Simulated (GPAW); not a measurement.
## Screening of a field by Sc2NS2 MXene monolayer

Aim: the dipole that a field along the normal induces in Sc2NS2 MXene monolayer.

Calculated with GPAW 26.7.0; GPAW, PAW setups; layer in a repeated cell with vacuum, relaxation of atoms and in-plane cell, in the first sound run; inputs show where later runs differ.

## 1. The structure

The cell holds 5 atoms: 2 S, 2 Sc and 1 N. Its edges and angles: a = 3.155 Å, b = 3.155 Å, c = 24.144 Å, α = 90.0°, β = 90.0°, γ = 120.0°. Vacuum lies along c.

## 2. Relaxation

Forces are removed first; all later runs use this geometry.

The input, run.py:

```python
import json
import numpy as np
from ase import Atoms
from ase.filters import FrechetCellFilter
from ase.optimize import BFGS
from gpaw import GPAW, PW

slab = Atoms(
    ['S', 'Sc', 'N', 'Sc', 'S'],
    positions=[
        [-0.00000, 1.82130, 9.00000],
        [1.57729, 0.91065, 10.82737],
        [0.00000, 0.00000, 12.07208],
        [-0.00000, 1.82130, 13.31679],
        [1.57729, 0.91065, 15.14416]],
    cell=[[3.15458, 0.0, 0.0], [-1.57729, 2.73195, 0.0], [0.0, 0.0, 24.1442]],
    pbc=[True, True, True])

slab.calc = GPAW(mode=PW(600), xc='PBE', kpts={'size': (12, 12, 1), 'gamma': True},
                 occupations={'name': 'fermi-dirac', 'width': 0.05}, nbands='160%',
                 convergence={'density': 1e-05}, maxiter=200,
                 symmetry={'tolerance': 1e-3}, txt='slab.txt')
result = {}
# The in-plane cell is free; stress needs a cell that repeats along all three vectors
path = []
opt = BFGS(FrechetCellFilter(slab, mask=[1, 1, 0, 0, 0, 1]), maxstep=0.2)
opt.attach(lambda: path.append((slab.get_potential_energy(), slab.positions.tolist(), slab.get_forces().tolist())))
result['relaxed'] = bool(opt.run(fmax=0.02, steps=45))
result['path'] = path
result['cell'] = slab.cell.tolist()
print('in-plane lattice', slab.cell.cellpar().round(4)[[0, 1, 5]])
energy = slab.get_potential_energy()
fermi = slab.calc.get_fermi_level()
v = slab.calc.get_electrostatic_potential().mean((0, 1)) - fermi
n = slab.calc.get_pseudo_density().mean((0, 1))
L = slab.cell[2, 2]
z = np.arange(len(v)) * L / len(v)
low, high = slab.positions[:, 2].min(), slab.positions[:, 2].max()
below, above = np.interp([low - 6.8, high + 6.8], z, v)
slopes = [np.interp(x, z, np.gradient(v, z)) for x in (low - 6.8, high + 6.8)]
eps = np.array([[slab.calc.get_eigenvalues(k, s) for k in range(len(slab.calc.get_ibz_k_points()))]
                for s in range(slab.calc.get_number_of_spins())]) - fermi
top, bottom = eps[eps < 0].max(), eps[eps > 0].min()
dipole = slab.get_dipole_moment()[2]
print(f'energy {energy:.4f} eV, Fermi level {fermi:.4f} eV, dipole {dipole:.5f} e A')
print(f'potential 6.8 A off the faces, from the Fermi level: lower {below:.4f} eV, upper {above:.4f} eV')
print(f'slope of the potential there: lower {slopes[0]:.5f}, upper {slopes[1]:.5f} eV/A')
print(f'nearest levels on the mesh: {top:.4f} and {bottom:.4f} eV')
print('magnetic moment', round(slab.get_magnetic_moment(), 3))
result.update(energy=energy, fermi=fermi, dipole=dipole, below=below, above=above, slopes=slopes, edges=[top, bottom],
              z=z.tolist(), v=v.tolist(), n=n.tolist(), positions=slab.positions.tolist(),
              forces=slab.get_forces(apply_constraint=False).tolist(), moments=slab.get_magnetic_moments().tolist())
json.dump(result, open('result.json', 'w'))
```

On the command line:

```sh
$ OMP_NUM_THREADS=1 OPENBLAS_NUM_THREADS=1 python run.py
```

Log:

```text
Step          Energy          fmax
BFGS:    0      -32.390889        1.312175
BFGS:    1      -32.469495        0.921556
BFGS:    2      -32.626540        0.924457
BFGS:    3      -32.656397        0.655422
BFGS:    4      -32.735746        0.337480
BFGS:    5      -32.781905        0.351689
BFGS:    6      -32.799351        0.298928
BFGS:    7      -32.807310        0.224389
BFGS:    8      -32.815292        0.172184
BFGS:    9      -32.819885        0.158622
BFGS:   10      -32.820568        0.068952
BFGS:   11      -32.819455        0.010800
in-plane lattice [  3.3031   3.3031 120.    ]
energy -32.8100 eV, Fermi level -2.2470 eV, dipole -0.00056 e A
potential 6.8 A off the faces, from the Fermi level: lower 6.7936 eV, upper 6.7957 eV
slope of the potential there: lower -0.00058, upper -0.00032 eV/A
nearest levels on the mesh: -0.0186 and 0.0629 eV
magnetic moment 0.0
```

Run time: 17 min. Hardware: 1 thread of Arm Neoverse V1, shared host; peak memory 0.56 GiB.

This step gave:

```
dipole along the normal                    : -5.64e-4 e·Å
levels nearest the Fermi level on the mesh : -0.01860, 0.06292 eV from the Fermi level
```

The electrostatic potential energy of an electron (without an applied field's), less the Fermi level, planar mean oscillates, so the rows of the table below give means over windows of 1.64 Å about each position, cut where the curve ends. Its maxima inside the range that stand out by 2 % of the span (Å: eV): 9.9: -2.35, 11.6: -3.93, 12.6: -3.93, 14.2: -2.35. Its minima: 9.1: -15.8, 10.8: -13.9, 12.1: -9.95, 13.4: -13.9, 15.0: -15.8.

Electrostatic potential energy of an electron (without an applied field's), less the Fermi level, planar mean against z; means over each step:

| z (Å) | electrostatic potential energy of an electron (without an applied field's), less the Fermi level, planar mean (eV) |
| --- | --- |
| 0.82 | 6.79 |
| 2.46 | 6.79 |
| 4.10 | 6.79 |
| 5.74 | 6.79 |
| 7.38 | 6.31 |
| 9.02 | -6.42 |
| 10.66 | -8.30 |
| 12.30 | -6.57 |
| 13.94 | -7.73 |
| 15.58 | -3.35 |
| 17.22 | 6.69 |
| 18.86 | 6.80 |
| 20.50 | 6.80 |
| 22.14 | 6.80 |
| 23.78 | 6.79 |

The pseudo valence density, planar mean oscillates, so the rows of the table below give means over windows of 1.29 Å about each position, cut where the curve ends. Its maxima inside the range that stand out by 2 % of the span (Å: e/Å³): 8.8: 0.387, 9.5: 0.434, 10.9: 1.17, 12.1: 0.605, 13.3: 1.17, 14.7: 0.434, 15.3: 0.387. Its minima: 9.1: 0.361, 10.0: 0.325, 11.6: 0.439, 12.6: 0.439, 14.1: 0.325, 15.0: 0.361.

Table of pseudo valence density, planar mean by z; means over each step:

z (Å), pseudo valence density, planar mean (e/Å³) and a bar:
```
     4.52       0.00 
     5.80       0.00 
     7.10       0.01 
     8.38       0.22 ########
     9.68       0.39 ###############
    10.96       0.79 ##############################
    12.25       0.53 ####################
    13.54       0.76 #############################
    14.84       0.38 ###############
    16.12       0.12 #####
    17.41       0.00 
    18.71       0.00
```

The relaxation lowered the energy of the cell by 0.430 eV (energies extrapolated to zero smearing; the optimiser's log prints free energies). The largest force left on a free atom is 0.011 eV/Å.

## 3. The slab's potential

The work function is the vacuum plateau of the electrostatic potential less the Fermi level; a dipole layer lets the two faces have plateaus of their own.

This step: GPAW, PAW setups; slab in vacuum (GPAW 26.7.0).

The cell differs from the one that the last finished run ended in (c 24.144 → 23.909 Å).

Edit run.py of step 2 so:

```diff
@@ -3,4 +3,2 @@
 from ase import Atoms
-from ase.filters import FrechetCellFilter
-from ase.optimize import BFGS
 from gpaw import GPAW, PW
@@ -10,23 +8,16 @@
     positions=[
-        [-0.00000, 1.82130, 9.00000],
-        [1.57729, 0.91065, 10.82737],
-        [0.00000, 0.00000, 12.07208],
-        [-0.00000, 1.82130, 13.31679],
-        [1.57729, 0.91065, 15.14416]],
-    cell=[[3.15458, 0.0, 0.0], [-1.57729, 2.73195, 0.0], [0.0, 0.0, 24.1442]],
-    pbc=[True, True, True])
+        [-0.00000, 1.90707, 9.00000],
+        [1.65157, 0.95354, 10.67506],
+        [-0.00000, 0.00000, 11.95423],
+        [-0.00000, 1.90707, 13.23340],
+        [1.65157, 0.95354, 14.90846]],
+    cell=[[3.30314, -0.0, 0.0], [-1.65157, 2.86061, 0.0], [0.0, 0.0, 23.9085]],
+    pbc=[True, True, False])
 
-slab.calc = GPAW(mode=PW(600), xc='PBE', kpts={'size': (12, 12, 1), 'gamma': True},
+slab.calc = GPAW(mode=PW(500), xc='PBE', kpts={'size': (12, 12, 1), 'gamma': True},
                  occupations={'name': 'fermi-dirac', 'width': 0.05}, nbands='160%',
                  convergence={'density': 1e-05}, maxiter=200,
+                 poissonsolver={'dipolelayer': 'xy'},
                  symmetry={'tolerance': 1e-3}, txt='slab.txt')
 result = {}
-# The in-plane cell is free; stress needs a cell that repeats along all three vectors
-path = []
-opt = BFGS(FrechetCellFilter(slab, mask=[1, 1, 0, 0, 0, 1]), maxstep=0.2)
-opt.attach(lambda: path.append((slab.get_potential_energy(), slab.positions.tolist(), slab.get_forces().tolist())))
-result['relaxed'] = bool(opt.run(fmax=0.02, steps=45))
-result['path'] = path
-result['cell'] = slab.cell.tolist()
-print('in-plane lattice', slab.cell.cellpar().round(4)[[0, 1, 5]])
 energy = slab.get_potential_energy()
```

Log:

```text
energy -32.3790 eV, Fermi level -2.2002 eV, dipole -0.00057 e A
potential 6.8 A off the faces, from the Fermi level: lower 6.7895 eV, upper 6.8004 eV
slope of the potential there: lower -0.00007, upper 0.00007 eV/A
nearest levels on the mesh: -0.0178 and 0.0629 eV
magnetic moment 0.0
```

It took 89 s on 1 thread; peak memory 0.28 GiB.

Numbers from this step:

| Quantity | Value |
| --- | --- |
| dipole along the normal | -5.66e-4 e·Å |
| levels nearest the Fermi level on the mesh | -0.01781, 0.06295 eV from the Fermi level |
| upper work function | 6.800 eV |
| lower work function | 6.789 eV |

The electrostatic potential energy of an electron (without an applied field's), less the Fermi level, planar mean oscillates, so the rows of the table below give means over windows of 1.72 Å about each position, cut where the curve ends. Its maxima inside the range that stand out by 2 % of the span (Å: eV): 9.8: -2.36, 11.5: -3.92, 12.4: -3.92, 14.2: -2.35. Its minima: 9.0: -15.8, 10.7: -13.9, 12.0: -10.00, 13.2: -13.9, 14.9: -15.8.

The electrostatic potential energy of an electron (without an applied field's), less the Fermi level, planar mean by z; means over each step:

```
z (Å)  electrostatic potential energy of an electron (without an applied field's), less the Fermi level, planar mean (eV)
 0.86                                                                                                                6.79
 2.58                                                                                                                6.79
 4.30                                                                                                                6.79
 6.02                                                                                                                6.78
 7.74                                                                                                                4.44
 9.46                                                                                                               -7.90
11.18                                                                                                               -8.91
12.90                                                                                                               -8.71
14.62                                                                                                               -7.41
16.34                                                                                                                5.40
18.06                                                                                                                6.79
19.78                                                                                                                6.80
21.50                                                                                                                6.80
23.22                                                                                                                6.80
```

The pseudo valence density, planar mean oscillates, so the rows of the table below give means over windows of 1.34 Å about each position, cut where the curve ends. Its maxima inside the range that stand out by 2 % of the span (Å: e/Å³): 8.8: 0.380, 9.4: 0.433, 10.7: 1.19, 12.0: 0.597, 13.2: 1.19, 14.5: 0.433, 15.1: 0.380. Its minima: 9.0: 0.356, 9.9: 0.332, 11.3: 0.447, 12.6: 0.447, 14.0: 0.332, 14.9: 0.356.

Table of pseudo valence density, planar mean by z; means over each step:

| z (Å) | pseudo valence density, planar mean (e/Å³) |
| --- | --- |
| 4.69 | 5.6e-6 |
| 6.03 | 4.0e-4 |
| 7.37 | 0.0300 |
| 8.71 | 0.329 |
| 10.05 | 0.587 |
| 11.39 | 0.641 |
| 12.73 | 0.722 |
| 14.07 | 0.478 |
| 15.41 | 0.277 |
| 16.75 | 0.0155 |
| 18.09 | 2.0e-4 |
| 19.43 | 3.0e-6 |

The potential is flat to 6.7e-5 eV/Å where it is read, so the vacuum is wide enough.

## 4. Field on

A uniform field along the normal polarises the slab; the atoms stay fixed, so this is the electronic response alone.

Edit run.py of step 3 so:

```diff
@@ -4,2 +4,3 @@
 from gpaw import GPAW, PW
+from gpaw.external import ConstantElectricField
 
@@ -20,2 +21,3 @@
                  poissonsolver={'dipolelayer': 'xy'},
+                 external=ConstantElectricField(-0.2, [0, 0, 1]),
                  symmetry={'tolerance': 1e-3}, txt='slab.txt')
```

Log:

```text
energy -32.3872 eV, Fermi level -2.2012 eV, dipole -0.08189 e A
potential 6.8 A off the faces, from the Fermi level: lower 6.0125 eV, upper 7.5806 eV
slope of the potential there: lower -0.00007, upper 0.00007 eV/A
nearest levels on the mesh: -0.0177 and 0.0631 eV
magnetic moment 0.0
```

Elapsed: 6.6 min, on 1 thread; peak memory 0.61 GiB.

Numbers from this step:

* dipole along the normal: -0.08189 e·Å
* levels nearest the Fermi level on the mesh: -0.01773, 0.06309 eV from the Fermi level
* potential below the slab, the applied field's own ramp left out: 6.013 eV from the Fermi level
* potential above the slab, the applied field's own ramp left out: 7.581 eV from the Fermi level

Table of electrostatic potential energy of an electron (without an applied field's), less the Fermi level, planar mean by z:

z (Å), electrostatic potential energy of an electron (without an applied field's), less the Fermi level, planar mean (eV) and a bar from the least value:
```
      0.0        6.8 #############################
      0.5        6.0 ############################
      1.0        6.0 ############################
      1.5        6.0 ############################
      2.0        6.0 ############################
      2.5        6.0 ############################
      3.0        6.0 ############################
      3.5        6.0 ############################
      4.0        6.0 ############################
      4.5        6.0 ############################
      5.0        6.0 ############################
      5.5        6.0 ############################
      6.0        6.0 ############################
      6.5        6.0 ############################
      7.0        5.9 ############################
      7.5        5.6 ############################
      8.0        4.1 ##########################
      8.5       -3.0 #################
      9.0      -16.4 
      9.5       -5.4 ##############
     10.0       -4.1 ###############
     10.5      -12.9 ####
     11.0      -10.2 ########
     11.5       -4.1 ###############
     12.0       -9.6 ########
     12.5       -4.0 ###############
     13.0      -11.5 ######
     13.5      -10.8 #######
     14.0       -2.5 #################
     14.5       -6.3 #############
     15.0      -14.1 ###
     15.5        0.5 #####################
     16.0        6.1 ############################
     16.5        7.3 ##############################
     17.0        7.5 ##############################
     17.5        7.6 ##############################
     18.0        7.6 ##############################
     18.5        7.6 ##############################
     19.0        7.6 ##############################
     19.5        7.6 ##############################
     20.0        7.6 ##############################
     20.5        7.6 ##############################
     21.0        7.6 ##############################
     21.5        7.6 ##############################
     22.0        7.6 ##############################
     22.5        7.6 ##############################
     23.0        7.6 ##############################
     23.5        7.5 ##############################
```

The dipole is now -0.0819 e Å, against -5.7e-4 in the run without a field.

## 5. Field on

Edit run.py of step 4 so:

```diff
@@ -21,3 +21,3 @@
                  poissonsolver={'dipolelayer': 'xy'},
-                 external=ConstantElectricField(-0.2, [0, 0, 1]),
+                 external=ConstantElectricField(-0.1, [0, 0, 1]),
                  symmetry={'tolerance': 1e-3}, txt='slab.txt')
```

Log:

```text
energy -32.3811 eV, Fermi level -2.2005 eV, dipole -0.04096 e A
potential 6.8 A off the faces, from the Fermi level: lower 6.4032 eV, upper 7.1876 eV
slope of the potential there: lower -0.00007, upper 0.00007 eV/A
nearest levels on the mesh: -0.0178 and 0.0629 eV
magnetic moment 0.0
```

The job ended after 7.3 min (1 thread; peak memory 0.6 GiB).

Numbers from this step:

* dipole along the normal: -0.04096 e·Å
* levels nearest the Fermi level on the mesh: -0.01781, 0.06293 eV from the Fermi level
* potential below the slab, the applied field's own ramp left out: 6.403 eV from the Fermi level
* potential above the slab, the applied field's own ramp left out: 7.188 eV from the Fermi level

The electrostatic potential energy of an electron (without an applied field's), less the Fermi level, planar mean oscillates, so the rows of the table below give means over windows of 1.72 Å about each position, cut where the curve ends. Its maxima inside the range that stand out by 2 % of the span (Å: eV): 9.8: -2.58, 11.5: -3.97, 12.4: -3.87, 14.2: -2.14. Its minima: 9.0: -16.1, 10.7: -14.0, 12.0: -10.00, 13.2: -13.7, 14.9: -15.5.

The electrostatic potential energy of an electron (without an applied field's), less the Fermi level, planar mean by z; means over each step:

| z (Å) | electrostatic potential energy of an electron (without an applied field's), less the Fermi level, planar mean (eV) |
| --- | --- |
| 0.86 | 6.45 |
| 2.58 | 6.40 |
| 4.30 | 6.40 |
| 6.02 | 6.39 |
| 7.74 | 4.08 |
| 9.46 | -8.14 |
| 11.18 | -8.98 |
| 12.90 | -8.62 |
| 14.62 | -7.15 |
| 16.34 | 5.78 |
| 18.06 | 7.18 |
| 19.78 | 7.19 |
| 21.50 | 7.19 |
| 23.22 | 7.16 |

The dipole is now -0.0410 e Å, against -5.7e-4 in the run without a field.

## 6. Field on

Edit run.py of step 5 so:

```diff
@@ -21,3 +21,3 @@
                  poissonsolver={'dipolelayer': 'xy'},
-                 external=ConstantElectricField(-0.1, [0, 0, 1]),
+                 external=ConstantElectricField(-0.05, [0, 0, 1]),
                  symmetry={'tolerance': 1e-3}, txt='slab.txt')
```

Log:

```text
energy -32.3795 eV, Fermi level -2.2003 eV, dipole -0.02047 e A
potential 6.8 A off the faces, from the Fermi level: lower 6.5991 eV, upper 6.9911 eV
slope of the potential there: lower -0.00007, upper 0.00007 eV/A
nearest levels on the mesh: -0.0178 and 0.0629 eV
magnetic moment 0.0
```

Elapsed: 6.9 min, on 1 thread; peak memory 0.61 GiB.

Table of electrostatic potential energy of an electron (without an applied field's), less the Fermi level, planar mean by z:

```csv
z (Å),"electrostatic potential energy of an electron (without an applied field's), less the Fermi level, planar mean (eV)"
0.0,6.80
0.5,6.60
1.0,6.60
1.5,6.60
2.0,6.60
2.5,6.60
3.0,6.60
3.5,6.60
4.0,6.60
4.5,6.60
5.0,6.60
5.5,6.60
6.0,6.60
6.5,6.58
7.0,6.52
7.5,6.21
8.0,4.63
8.5,-2.50
9.0,-15.9
9.5,-5.01
10.0,-3.85
10.5,-12.6
11.0,-10.0
11.5,-4.05
12.0,-9.61
12.5,-4.08
13.0,-11.6
13.5,-11.0
14.0,-2.77
14.5,-6.72
15.0,-14.6
15.5,-0.0377
16.0,5.50
16.5,6.69
17.0,6.93
17.5,6.98
18.0,6.99
18.5,6.99
19.0,6.99
19.5,6.99
20.0,6.99
20.5,6.99
21.0,6.99
21.5,6.99
22.0,6.99
22.5,6.99
23.0,6.99
23.5,6.98
```

(Continued in part 2 of 3.)

[Logs are printed without paths, hosts, clocks, repeated set-up lines and the standing remarks that a program may print on its own settings, such as how far it seeks lower states.]

[Hosts, paths, dates, database ids (printed as entryN), source tags and the programs' standing remarks are cut or masked in the printed files.]
